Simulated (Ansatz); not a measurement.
# A hypothetical structure for Na3Sc, part 2 of 2

Starting from a made-up structure for Na3Sc, the aim is the relaxed cell, its shortest contacts and, where a second run follows, its electronic structure.

Ansatz 0.2.0; DFT, PBE, plane-wave PAW, files of the set soft_1, scalar-relativistic, no spin, cell and ions relaxed at zero pressure; PAW set soft_1 (the session's first sound run).

So far: Starting point; Relaxing cell and atoms. The relaxed cell has a = 7.143, c = 5.786 Å (conventional setting).

**3. Electronic structure of the relaxed cell**

A second self-consistent run takes a narrower smearing and the mesh shown in its input; the bands follow along the standard path of the relaxed lattice.

This step: DFT, PBE, plane-wave PAW, files of the set soft_1, scalar-relativistic, no spin, bands and density of states at the relaxed cell; PAW set soft_1 (Ansatz 0.2.0).

input.yaml reads:

```yaml
crystal:
  lattice:
    - [7.1425291564, 0.0, 0.0]
    - [-3.5712645782, 6.1856116967, 0.0]
    - [0.0, 0.0, 5.7862273157]
  atoms:
    - { symbol: Sc, position: [0.3333333333, 0.6666666667, 0.75] }
    - { symbol: Sc, position: [0.6666666667, 0.3333333333, 0.25] }
    - { symbol: Na, position: [0.8306807161, 0.6613614322, 0.75] }
    - { symbol: Na, position: [0.3386385678, 0.1693192839, 0.75] }
    - { symbol: Na, position: [0.8306807161, 0.1693192839, 0.75] }
    - { symbol: Na, position: [0.1693192839, 0.8306807161, 0.25] }
    - { symbol: Na, position: [0.6613614322, 0.8306807161, 0.25] }
    - { symbol: Na, position: [0.1693192839, 0.3386385678, 0.25] }
kpoints:
  mp_grid: { grid: [6, 6, 6] }
  band_path:
    path:
      - [[0.0, 0.0, 0.0], [0.5, 0.0, 0.0], [0.33333333, 0.33333333, 0.0], [0.0, 0.0, 0.0], [0.0, 0.0, 0.5], [0.5, 0.0, 0.5], [0.33333333, 0.33333333, 0.5], [0.0, 0.0, 0.5]]
      - [[0.5, 0.0, 0.5], [0.5, 0.0, 0.0]]
      - [[0.33333333, 0.33333333, 0.0], [0.33333333, 0.33333333, 0.5]]
    npoints: 8
scf:
  occupations: { method: fermi_dirac, width: 0.03 }
  n_extra_bands: 12
hamiltonian:
  xc: pbe
  pseudopotentials: { kind: paw, azcp: { folder: soft_1 } }
output:
  forces: true
  stress: true
  write_bands: true
  dos: { projected: true }
  write_density: true
  write_potential: true
  elf: true
  volumetric_format: npy
```

Started as:

```bash
$ ansatz run input.yaml --threads 4 --pin off --max-ram 10240MiB --backend cpu --events-out ev --progress --plain --runs-dir out
```

Numbers of over 12 decimals in the logs are rounded to 6 here.

The program printed:

```text
[...]
Crystal: 8 atoms, lattice volume = 255.641 Å³
Basis set: ecut = 420 eV, 4969 PW (Γ), exchange–correlation on 96×96×80 points (8 copies of the dense FFT grid, shifted against one another)
Bands: 50, of which v1, the nominal top of the filled ones, is band 38 counted from 1 (37 counted from 0)
Symmetry: 24 space group operations
[...]
k-points: 28 of 216
[...]
SCF iter   1: F=—  HF=-13187.736452 eV  |F-HF|=—  |Δ(HF+E_count)|=         —  Δρ=2.91e-2  dr2=5.03e0  ethr=3.10e-3  ⟨swp⟩=6.0  Hψ=4622  notcnv=0
[...]
SCF iter  10: F=-13186.765864 eV  HF=-13186.765864 eV  |F-HF|=7.02e-8  |Δ(HF+E_count)|=   7.48e-8  Δρ=3.96e-6  dr2=8.37e-8  ethr=1.32e-10  ⟨swp⟩=11.5  Hψ=8578  notcnv=0
SCF 1 converged in 10 iterations: F = -13186.765864 eV  dr2 = 8.37e-8
[...]
NSCF: frozen V_eff on 75 k-points
SCF converged after 10 iterations
Free energy (F): -13186.765864 eV
[...]
Internal energy: -13186.735417 eV  (E = F + TS)
E sigma→0 (E₀):  -13186.750640 eV
Entropy (-TS):   -0.030447 eV (-3.806 meV/atom)
Fermi energy:    3.295178 eV
[...]
--- Forces (eV/Å), atoms counted from 1 ---
  atom   1  Sc    -0.00000000     0.00000000     0.00000000
  atom   2  Sc     0.00000000    -0.00000000     0.00000000
  atom   3  Na     0.00000000    -0.00106230     0.00000000
  atom   4  Na     0.00091998     0.00053115     0.00000000
  atom   5  Na    -0.00091998     0.00053115     0.00000000
  atom   6  Na     0.00091998    -0.00053115     0.00000000
  atom   7  Na    -0.00091998    -0.00053115     0.00000000
  atom   8  Na     0.00000000     0.00106230     0.00000000
  max |Σ_I F_I| component: 6.72e-18 eV/Å
--- Stress (GPa, compression-positive) ---
       -0.005870       0.000000       0.000000
        0.000000      -0.005870       0.000000
        0.000000       0.000000      -0.062839
  P = ⅓ Tr σ = -0.0249 GPa (-0.249 kbar)
--- Band table (eV; the first three rows and the last of 28) ---
  k-point 0: bands = [... 34 lower, 2.9428, 2.9428, 3.0558, 3.0558, 3.2845, 3.3117, 3.5864, 3.5864, ... 8 higher]
  k-point 1: bands = [... 34 lower, 2.9193, 2.9853, 2.9853, 3.0591, 3.0591, 3.3941, 3.5901, 3.5901, ... 8 higher]
  k-point 2: bands = [... 34 lower, 3.0634, 3.0634, 3.0732, 3.0732, 3.3105, 3.6443, 3.6443, 3.6892, ... 8 higher]
  k-point 27: bands = [... 34 lower, 2.0354, 2.0354, 2.0806, 2.0806, 3.5505, 3.5505, 3.7568, 3.7568, ... 8 higher]
```

Elapsed: 7.9 s, on 4 threads of Intel Xeon Platinum 8488C (Sapphire Rapids), shared host; peak memory 0.98 GiB; 29 s of CPU time.

Numbers from this step:

| Quantity | Value |
| --- | --- |
| free energy | -13186.7659 eV |
| energy at zero smearing | -13186.7506 eV |
| smearing term TS | 0.03045 eV |
| Fermi energy | 3.295 eV |
| pressure | -0.02486 GPa |

From bands.tsv, the bands that come nearest the Fermi level along the path, at its corners, in eV from the Fermi level:

```tsv
point	band 35	band 36	band 37	band 38	band 39	band 40	band 41	band 42
Γ	-0.35	-0.35	-0.24	-0.24	-0.01	0.02	0.29	0.29
M	-1.15	-0.74	0.10	0.12	0.18	0.23	0.25	0.42
K	-2.16	0.04	0.07	0.07	0.07	0.31	0.31	0.45
Γ	-0.35	-0.35	-0.24	-0.24	-0.01	0.02	0.29	0.29
A	-0.21	-0.21	-0.21	-0.21	0.51	0.51	0.51	0.51
L	-1.48	-1.48	-0.28	-0.28	-0.18	-0.18	0.43	0.43
H	-1.26	-1.26	-1.21	-1.21	0.26	0.26	0.46	0.46
A	-0.21	-0.21	-0.21	-0.21	0.51	0.51	0.51	0.51
L	-1.48	-1.48	-0.28	-0.28	-0.18	-0.18	0.43	0.43
M	-1.15	-0.74	0.10	0.12	0.18	0.23	0.25	0.42
K	-2.16	0.04	0.07	0.07	0.07	0.31	0.31	0.45
H	-1.26	-1.26	-1.21	-1.21	0.26	0.26	0.46	0.46
```

Counts of states for the cell as run, both spins, by energy window (eV from the Fermi level):

| from | to | total |
| --- | --- | --- |
| -8 | -7 | 0.00 |
| -7 | -6 | 0.00 |
| -6 | -5 | 0.00 |
| -5 | -4 | 0.00 |
| -4 | -3 | 0.86 |
| -3 | -2 | 2.12 |
| -2 | -1 | 2.81 |
| -1 | 0 | 6.19 |
| 0 | 1 | 15.67 |

Below -8 eV lie 64.0 more states.

Valence density in the ab plane at fractional z = 0.250, with atoms of Sc and Na within 0.2 Å of it. It is the smooth field of the valence electrons, not physical close to the nuclei.

Values in e/Å³, 11 rows by 16 columns, each cell a mean:
```
 0  0  1  2  1  0  0  0  0  0  1  2  1  0  0  0
 0  2 12 13  2  0  0  0  0  2 14 12  1  0  0  0
 0  2  7  3  0  0  0  0  0  3  7  2  0  0  0  0
 0  0  0  0  0  0  0  0  0  0  0  0  0  0  0  0
 0  0  0  0  0  0  0  0  0  0  0  0  0  0  0  0
 0  0  0  0  0  0  0  0  0  0  0  1  1  0  0  0
 0  0  6  9  2  0  0  0  0  1  4  5  2  0  0  0
 0  3 13  8  1  0  0  0  0  4  7  5  1  0  0  0
 0  1  1  0  0  0  0  0  0  1  2  1  0  0  0  0
 0  0  0  0  0  0  0  0  0  0  0  0  0  0  0  0
 0  0  0  0  0  0  0  0  0  0  0  0  0  0  0  0
```
Columns run along a (7.1 Å), rows up along b (7.1 Å). Atoms in or near the plane, at fractional coordinates: Sc at (0.67, 0.33), Na at (0.17, 0.83), Na at (0.66, 0.83), Na at (0.17, 0.34).

Electrostatic potential energy in the ab plane at fractional z = 0.250, with atoms of Sc and Na within 0.2 Å of it. With pseudopotentials it is smooth inside the atoms' cores, unlike the true potential.

Ten even steps from '_' (-69 eV) to '@' (6 eV), each cell a mean:
```
@@@@@@@@%%%%@@@@@@@@@@@@@@@@%%%%@@@@@@@@
@@@@%%++--**%%@@@@@@@@@@%%==--**@@@@@@@@
@@%%==____++@@@@@@@@@@%%--____**@@@@@@@@
@@##..__..##@@@@@@@@@@**____::%%@@@@@@@@
@@**::::**@@@@@@@@@@@@**::--##@@@@@@@@@@
@@%%%%%%@@@@@@@@@@@@@@%%%%%%@@@@@@@@@@@@
@@@@@@@@@@@@@@@@@@@@@@@@@@@@@@@@@@@@@@@@
@@@@@@@@@@@@@@@@@@@@@@@@@@@@@@@@@@@@@@@@
@@@@@@@@@@@@@@@@@@@@@@@@@@@@@@@@@@@@@@@@
@@@@@@@@@@@@@@@@@@@@@@@@@@@@%%%%%%@@@@@@
@@@@@@%%%%%%@@@@@@@@@@@@%%##****##@@@@@@
@@@@%%==::++%%@@@@@@@@%%**==--==##@@@@@@
@@%%--____++@@@@@@@@%%**--....==##@@@@@@
@@##..__::%%@@@@@@@@%%++::..::**%%@@@@@@
@@##----##@@@@@@@@@@##++----++%%@@@@@@@@
@@%%%%%%@@@@@@@@@@@@%%******%%@@@@@@@@@@
@@@@@@@@@@@@@@@@@@@@%%%%%%%%@@@@@@@@@@@@
@@@@@@@@@@@@@@@@@@@@@@@@@@@@@@@@@@@@@@@@
@@@@@@@@@@@@@@@@@@@@@@@@@@@@@@@@@@@@@@@@
@@@@@@@@@@@@@@@@@@@@@@@@@@@@@@@@@@@@@@@@
```
Columns run along a (7.1 Å; values clipped at the 3rd and 97th percentile), rows up along b (7.1 Å). Atoms in or near the plane, at fractional coordinates: Sc at (0.67, 0.33), Na at (0.17, 0.83), Na at (0.66, 0.83), Na at (0.17, 0.34).

ELF in the ab plane at fractional z = 0.250, with atoms of Sc and Na within 0.2 Å of it. It is the smooth field of the valence electrons, not physical close to the nuclei.

Ten even steps from '0' (0.03) to '9' (0.67), each cell a mean:
```
31013300376201430014
10378720362047871023
02766710430375671032
06747502410665740241
06886014401788501540
03530046300452015740
00001466400000256651
21234555531124544554
66542112566654211246
86300000477621110136
62025410375215773126
30478720462269995136
03756711431683594144
06757403412962781242
06885015304998921450
03420156302786213640
00001576311221146741
00124566421123456642
33332223555554322234
43100001477631000024
```
Columns run along a (7.1 Å), rows up along b (7.1 Å). Atoms in or near the plane, at fractional coordinates: Sc at (0.67, 0.33), Na at (0.17, 0.83), Na at (0.66, 0.83), Na at (0.17, 0.34).

**4. What came out**

```json
{"space group, relaxed": "P6_3/mmc", "conventional cell": "a = 7.143, b = 7.143, c = 5.786 Å; α = 90.0°, β = 90.0°, γ = 120.0°", "volume per atom": "31.96 Å³ (guess 29.52)"}
```

**Reading.** Na3Sc relaxes to P6_3/mmc with a = 7.143, b = 7.143 and c = 5.786 Å. The guessed volume was 8 % too small. The space group P6_3/mmc was held in the relaxation, so the end point is a stationary structure within it and may be a saddle against distortions or other arrangements. Bands cross the Fermi level, so it is a metal or semimetal at this level. On the 6×6×6 mesh with the narrower smearing (relaxed on 5×5×5) the largest force component is 0.001 eV/Å and the largest stress component is 0.063 GPa, against the relaxation's thresholds of 0.015 eV/Å and 0.05 GPa. The cutoff wasn't tested. A vector of the cell changed its length by 8 %, more than the volume shows. No dispersion term is used, so weakly bound directions may come out too long. Nothing here tests whether the compound is stable against decomposition.

[Logs are printed without paths, hosts, clocks, repeated set-up lines and the standing remarks that a program may print on its own settings, such as how far it seeks lower states.]

[Hosts, paths, dates, database ids (printed as entryN), source tags and the programs' standing remarks are cut or masked in the printed files.]
